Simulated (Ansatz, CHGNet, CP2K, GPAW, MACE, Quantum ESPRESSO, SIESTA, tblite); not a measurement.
# Quantum ESPRESSO runs on random packing of 91Li3PO4-9P3N5 (mol %) (88 atoms)

How near does Quantum ESPRESSO come to plane waves for random packing of 91Li3PO4-9P3N5 (mol %) (88 atoms)?

Program: Quantum ESPRESSO 7.5. Level of theory: the method is named at each step. Results are calculated unless marked as measured.

**1. Set-up**

The cell holds 88 atoms: 30 Li, 13 P, 40 O and 5 N. Its edges and angles: a = 9.863 Å, b = 9.863 Å, c = 9.863 Å, α = 90.0°, β = 90.0°, γ = 90.0°. 88 atoms (30 Li, 13 P, 40 O, 5 N) packed at random in a cube at 2.29 g/cm³ and pushed apart as soft spheres, cations and anions kept from their own kind; a start for melting by ab initio MD, not an equilibrated structure. Then every atom was moved at random, 0.05 Å r.m.s. a Cartesian component.

The yardstick, on the same geometry:

- method: Kohn-Sham DFT, PBE, PAW, plane waves (Ansatz 0.2.0); cutoff 420 eV, Γ point, fermi-dirac smearing of 0.05 eV; PAW set soft_2
- r.m.s. force component: 1.469 eV/Å
- longest force: 5.411 eV/Å
- pressure: -3.45 GPa
- SCF cycles: 15
- time: 7.5 s on 8 threads of Arm Neoverse V2, shared host
- CPU time: 50 s

**2. PBE, sssp-1.3.0-efficiency, 60/480 Ry**

Method: Kohn-Sham DFT, PBE, SSSP efficiency 1.3.0 pseudopotentials, plane waves.

Contents of pw.in:

```
&control
  calculation = 'scf'
  pseudo_dir = './pseudo'
  outdir = './tmp'
  disk_io = 'none'
  tprnfor = .true.
  tstress = .true.
/
&system
  ibrav = 0
  nat = 88
  ntyp = 4
  ecutwfc = 60
  ecutrho = 480
  nosym = .true.
  occupations = 'smearing'
  smearing = 'fd'
  degauss = 0.003675
/
&electrons
  conv_thr = 4.4e-07
  electron_maxstep = 100
  mixing_beta = 0.4
  mixing_mode = 'plain'
  diagonalization = 'david'
/
ATOMIC_SPECIES
Li 6.940 Li.upf
P 30.974 P.upf
O 15.999 O.upf
N 14.007 N.upf
CELL_PARAMETERS angstrom
9.86300 0.00000 0.00000
0.00000 9.86300 0.00000
0.00000 0.00000 9.86300
ATOMIC_POSITIONS crystal
Li 0.95642 0.68802 0.53714
Li 0.71982 0.90699 0.02866
Li 0.60699 0.66033 0.62101
Li 0.45255 0.83566 0.73053
Li 0.41327 0.77295 0.24593
Li 0.96663 0.35614 0.60472
Li 0.24482 0.67426 0.69461
Li 0.31560 0.38591 0.67673
Li 0.65076 0.22917 0.49197
Li 0.40854 0.18162 0.86201
Li 0.88808 0.47859 0.97721
Li 0.51900 0.45827 0.76479
Li 0.96747 0.65479 0.24552
Li 0.90018 0.74503 0.00624
Li 0.34619 0.46609 0.18118
Li 0.14312 0.46497 0.95627
Li 0.23835 0.83793 0.95282
Li 0.85059 0.91178 0.53066
Li 0.72917 0.07792 0.21257
Li 0.13218 0.21804 0.74618
Li 0.15253 0.55920 0.37957
Li 0.13376 0.83340 0.32476
Li 0.72928 0.04289 0.81614
Li 0.70491 0.33081 0.08267
Li 0.19806 0.20908 0.00101
Li 0.74353 0.46666 0.55658
Li 0.74065 0.74985 0.22598
Li 0.37397 0.41421 0.42648
Li 0.39439 0.97467 0.38347
Li 0.19694 0.90127 0.56212
P 0.06709 0.14733 0.47125
P 0.97005 0.03560 0.72829
P 0.74064 0.46411 0.30001
P 0.92552 0.20721 0.90301
P 0.51121 0.98864 0.14805
P 0.57162 0.03981 0.62980
P 0.69216 0.63094 0.88021
P 0.08155 0.03728 0.20692
P 0.90831 0.28342 0.23850
P 0.45294 0.59101 0.96647
P 0.38452 0.19944 0.23902
P 0.99335 0.95639 0.96649
P 0.04625 0.77043 0.80948
O 0.88376 0.83802 0.84057
O 0.59134 0.21916 0.75542
O 0.58489 0.05443 0.00448
O 0.34115 0.52659 0.78057
O 0.15244 0.72245 0.16462
O 0.73533 0.46042 0.75313
O 0.02910 0.84194 0.65612
O 0.26985 0.58559 0.97939
O 0.56377 0.04246 0.46738
O 0.84899 0.25763 0.40021
O 0.80476 0.03398 0.39009
O 0.15190 0.23563 0.22172
O 0.33423 0.05821 0.99912
[... 28 atom lines left out ...]
N 0.34327 0.15582 0.67162
N 0.01647 0.57478 0.76345
N 0.66524 0.88016 0.60932
N 0.54687 0.45371 0.12541
K_POINTS gamma
```

On the command line:

```
$ OMP_NUM_THREADS=1 mpirun -np 4 pw.x -in pw.in > output.txt
```

The log of the run:

```text
Program PWSCF
     gamma-point specific algorithms are used
     one sub-group per band group will be used
     scalapack distributed-memory algorithm (size of sub-group:  2*  2 procs)
     Parallelization info
     sticks:   dense  smooth     PW     G-vecs:    dense   smooth      PW
     Min        3308    1652    411               287284   101568   12668
     Max        3310    1654    414               287294   101578   12678
     Sum       13237    6613   1649              1149165   406295   50685
     bravais-lattice index     =            0
     lattice parameter (alat)  =      18.6384  a.u.
     unit-cell volume          =    6474.7604 (a.u.)^3
     number of atoms/cell      =           88
     number of atomic types    =            4
     number of electrons       =       420.00
     number of Kohn-Sham states=          252
     kinetic-energy cutoff     =      60.0000  Ry
     charge density cutoff     =     480.0000  Ry
     scf convergence threshold =      4.4E-07
     mixing beta               =       0.4000
     number of iterations used =            8  plain     mixing
     Exchange-correlation= PBE
                           (   1   4   3   4   0   0   0)
     crystal axes: (cart. coord. in units of alat)
               a(1) = (   1.000000   0.000000   0.000000 )
               a(2) = (   0.000000   1.000000   0.000000 )
               a(3) = (   0.000000   0.000000   1.000000 )
     reciprocal axes: (cart. coord. in units 2 pi/alat)
               b(1) = (  1.000000  0.000000  0.000000 )
               b(2) = (  0.000000  1.000000  0.000000 )
               b(3) = (  0.000000  0.000000  1.000000 )
     PseudoPot. # 1 for Li:
     Pseudo is Ultrasoft, Zval =  3.0
     PseudoPot. # 2 for P :
     Pseudo is Ultrasoft + core correction, Zval =  5.0
     PseudoPot. # 3 for O :
     Pseudo is Projector augmented-wave + core cor, Zval =  6.0
     PseudoPot. # 4 for N :
     Pseudo is Ultrasoft + core correction, Zval =  5.0
     atomic species   valence    mass     pseudopotential
     Li                3.00     6.94000     Li( 1.00)
     P                 5.00    30.97400     P ( 1.00)
     O                 6.00    15.99900     O ( 1.00)
     N                 5.00    14.00700     N ( 1.00)
     No symmetry found
   Cartesian axes
     number of k points=     1  Fermi-Dirac smearing, width (Ry)=  0.0037
                       cart. coord. in units 2pi/alat
        k(    1) = (   0.0000000   0.0000000   0.0000000), wk =   2.0000000
     Dense  grid:   574583 G-vectors     FFT dimensions: ( 135, 135, 135)
     Smooth grid:   203148 G-vectors     FFT dimensions: (  96,  96,  96)
     Initial potential from superposition of free atoms
     starting charge     406.4755, renormalised to     420.0000
     Starting wfcs are  382 randomized atomic wfcs
     Self-consistent Calculation
     iteration #  1     ecut=    60.00 Ry     beta= 0.40
     total energy              =   -2354.43167326 Ry
     estimated scf accuracy    <      53.94281592 Ry
     iteration #  2     ecut=    60.00 Ry     beta= 0.40
     total energy              =   -2336.41911958 Ry
     estimated scf accuracy    <     690.50509688 Ry
     iteration #  3     ecut=    60.00 Ry     beta= 0.40
     total energy              =   -2377.08104646 Ry
     estimated scf accuracy    <      42.27486845 Ry
     iteration #  4     ecut=    60.00 Ry     beta= 0.40
     total energy              =   -2379.03580870 Ry
     estimated scf accuracy    <      16.28464051 Ry
     iteration #  5     ecut=    60.00 Ry     beta= 0.40
     total energy              =   -2380.53847512 Ry
     estimated scf accuracy    <      10.23413074 Ry
     iteration #  6     ecut=    60.00 Ry     beta= 0.40
     total energy              =   -2380.49859737 Ry
     estimated scf accuracy    <      10.38781815 Ry
[...]
c_bands:  1 eigenvalues not converged
[...]
c_bands:  1 eigenvalues not converged
[...]
total energy              =   -2381.01447864 Ry
[...]
iteration # 69     ecut=    60.00 Ry     beta= 0.40
     total energy              =   -2381.01447865 Ry
     estimated scf accuracy    <       0.00000101 Ry
     iteration # 70     ecut=    60.00 Ry     beta= 0.40
     total energy              =   -2381.01447866 Ry
     estimated scf accuracy    <       0.00000045 Ry
     iteration # 71     ecut=    60.00 Ry     beta= 0.40
     End of self-consistent calculation
          k = 0.0000 0.0000 0.0000 ( 25343 PWs)   bands (ev):
   -42.1011 -41.9455 -41.8525 -41.6223 -41.4353 -41.3659 -41.1621 -40.9777
   -40.8365 -40.8259 -40.7308 -40.5620 -40.5541 -40.3754 -40.2332 -40.1743
   -40.0723 -39.8689 -39.8332 -39.7908 -39.7557 -39.6436 -39.6396 -39.5641
   -39.4802 -39.3082 -39.3017 -39.2154 -39.2080 -38.4781 -17.3234 -16.5564
   -16.3958 -15.8449 -15.7613 -15.5353 -15.4057 -15.3544 -14.9464 -14.4389
   -14.2826 -14.2149 -14.1761 -14.1371 -14.0063 -13.9591 -13.6148 -13.2255
[...]
4.9568   5.2308   5.4508   5.4843   5.6870   5.7751   5.9324   6.1861
     6.2700   6.4486   6.4779   6.6876   6.8258   6.9222   6.9856   7.1572
     7.1874   7.5079   7.7004   7.8119   7.9366   8.1400   8.2241   8.3776
     8.5025   8.7419   8.9004   8.9903
     the Fermi energy is     4.2455 ev
!    total energy              =   -2381.01447845 Ry
     estimated scf accuracy    <       0.00000027 Ry
     smearing contrib. (-TS)   =      -0.03505638 Ry
     internal energy E=F+TS    =   -2380.97942207 Ry
     The total energy is F=E-TS. E is the sum of the following terms:
     one-electron contribution =    -858.64444429 Ry
     hartree contribution      =     602.61562674 Ry
     xc contribution           =    -478.74240587 Ry
     ewald contribution        =   -1264.68380697 Ry
     one-center paw contrib.   =    -381.52439167 Ry
     convergence has been achieved in  71 iterations
     Forces acting on atoms (cartesian axes, Ry/au):
     atom    1 type  1   force =    -0.04204310    0.00273028    0.02755414
     atom    2 type  1   force =    -0.03204305   -0.01296864   -0.02136534
     atom    3 type  1   force =     0.02181691    0.04771103   -0.03205238
     atom    4 type  1   force =    -0.00136549    0.00587708    0.02604728
     atom    5 type  1   force =     0.02048105   -0.02438986   -0.02103815
     atom    6 type  1   force =     0.01154761    0.00681615    0.01084681
[...]
atom   86 type  4   force =     0.01469847    0.14446021    0.07941304
     atom   87 type  4   force =    -0.05996219    0.06962608    0.03506873
     atom   88 type  4   force =    -0.05228153    0.03994435   -0.00726422
     Total force =     0.920570     Total SCF correction =     0.001134
     Computing stress (Cartesian axis) and pressure
          total   stress  (Ry/bohr**3)                   (kbar)     P=      -35.59
  -0.00026528  -0.00000354  -0.00012545          -39.02       -0.52      -18.45
  -0.00000354  -0.00025608  -0.00011994           -0.52      -37.67      -17.64
  -0.00012545  -0.00011994  -0.00020440          -18.45      -17.64      -30.07
     Message from routine punch:
     Nothing written, as per user request (disk_io='none')
```

Wall time 8.3 min (4 MPI ranks of Arm Neoverse V2, shared host); peak memory 2.7 GiB.

Banners, paths, timers and routine set-up lines are dropped from the logs unmarked, and long logs keep their key lines alone; longer cuts are marked.

Against the reference:

```
r.m.s. force component                  : 1.457 eV/Å
r.m.s. difference of force components   : 29.42 meV/Å
longest difference of force vectors     : 149.7 meV/Å
force difference over r.m.s. force      : 2.002 %
slope of forces against the reference's : 0.9913
correlation of force components         : 0.9998
pressure                                : -3.559 GPa
pressure difference                     : -0.1085 GPa
```

Length of the force difference by element (eV/Å):

```csv
element,atoms,mean,most
Li,30,0.0045,0.011
N,5,0.035,0.11
O,40,0.035,0.15
P,13,0.071,0.14
```

A closer look about N86, one of the 5 N atoms: 11 atoms, nearest first, numbered in the order of the input, with positions taken from that point.

| atom | x | y | z | distance (Å) | Fx | Fy | Fz (eV/Å) |
| --- | --- | --- | --- | --- | --- | --- | --- |
| N86 | 0.00 | 0.00 | 0.00 | 0.00 | 0.38 | 3.71 | 2.04 |
| P43 | 0.29 | 1.93 | 0.45 | 2.00 | -1.35 | -1.10 | -3.15 |
| N84 | -0.74 | -2.22 | 0.66 | 2.43 | 2.80 | -0.24 | -0.72 |
| Li16 | 1.25 | -1.08 | 1.90 | 2.52 | 0.19 | -0.37 | -1.34 |
| O83 | -2.14 | 0.92 | -1.00 | 2.54 | 0.52 | -1.58 | -1.18 |
| Li7 | 2.25 | 0.98 | -0.68 | 2.55 | 0.49 | -0.73 | -0.33 |
| Li1 | -0.59 | 1.12 | -2.23 | 2.57 | -1.08 | 0.07 | 0.71 |
| Li11 | -1.27 | -0.95 | 2.11 | 2.64 | -0.10 | -0.27 | -0.94 |
| Li6 | -0.49 | -2.16 | -1.57 | 2.71 | 0.30 | 0.18 | 0.28 |
| O64 | 1.19 | 1.21 | -2.15 | 2.74 | 0.87 | -0.34 | -2.29 |
| O50 | 0.12 | 2.63 | -1.06 | 2.84 | -1.94 | -0.21 | 0.90 |

Forces lie 2.0 % from the reference's, at 39 times its CPU time (on 4 against 8 cores); the SCF took 71 steps, which the time reflects.

**3. Results**

| Property | Result |
| --- | --- |
| force difference from the reference | QE PBE, sssp-1.3.0-efficiency, 60/480 Ry, 2.0 % |
| its CPU time | 33 min |

In words: PBE on plane waves or a grid with other potentials, cutoffs or grids differs from the reference by 2.0 % (QE PBE, sssp-1.3.0-efficiency, 60/480 Ry) of the r.m.s. force; this holds the reference's own error, so differences of a few per cent don't tell which side is nearer the exact PBE result (QE's 60 Ry are 816 eV, against the reference's 420 eV). QE PBE, sssp-1.3.0-efficiency, 60/480 Ry needed 71 SCF steps, so its time overstates the method's usual cost. The reference's pressure of -3.5 GPa belongs to a cell and atoms that aren't relaxed at this level. The electronic-structure runs sample only Γ, in a cell whose shortest periodic width is 10 Å, which is coarse for a cell with partly filled levels.

[Also dropped from logs without a mark: logging warnings of Python, and SIESTA's first energy breakdown and zero terms.]

[Logs are printed without paths, hosts, clocks, repeated set-up lines and the standing remarks that a program may print on its own settings, such as how far it seeks lower states.]

[Hosts, paths, dates, database ids (printed as entryN), source tags and the programs' standing remarks are cut or masked in the printed files.]
